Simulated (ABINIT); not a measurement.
An input for ABINIT 10.8.3 (WS2 (Tungstenite)):

```
acell 3*1.0 Angstrom
rprim 
  1.610580000014 0.929868796588 6.163333333296
  -1.610580000014 0.929868796588 6.163333333296
  -0.000000000000 -1.859737593092 6.163333333308
ntypat 2
znucl 74 16
natom 3
typat 1 2 2
xred 
  0.000668696757 0.000668696757 0.000668696757
  0.251272746587 0.251272746587 0.251272746587
  0.416758556656 0.416758556656 0.416758556656
pp_dirpath "pseudos"
pseudos "W.upf, S.upf"
ecut 29
ngkpt 4 4 4
nshiftk 1
shiftk 0 0 0
kptopt 1
chksymbreak 0
iscf -2
irdden 1
istwfk *1
nband 61
nbdbuf 4
tolwfr 1e-09
nstep 60
prtvol 0
indata_prefix "in"
outdata_prefix "out"
tmpdata_prefix "tmp"
```

```sh
OMP_NUM_THREADS=1 mpirun -n 8 abinit run.abi > log
```

Estimate wall time and host memory on 8 MPI ranks of Arm Neoverse N1, shared host.

It took 34 s; on shared hardware allow 17 s to 68 s. Peak host memory was 0.63 GiB.

[Paths, hosts, dates, memory and timing lines, banners, echoed tables and standing remarks are left out of the program output.]

[Logs are printed without paths, hosts, clocks, repeated set-up lines and the standing remarks that a program may print on its own settings, such as how far it seeks lower states.]

[Runs of the session that timed out or met a known fault of the program may be left out.]

[Hosts, paths, dates, database ids (printed as entryN), source tags and the programs' standing remarks are cut or masked in the printed files.]

[G0W0 gaps are taken among the corrected bands and points alone; a level outside them can change the order at an edge.]

[Where Ansatz stands beside ABINIT at settings called matched, ABINIT's density can come from a denser mesh and the files from another edition; pairs whose starting gaps differed by over 0.03 eV were left out, so agreement reads better than it is.]
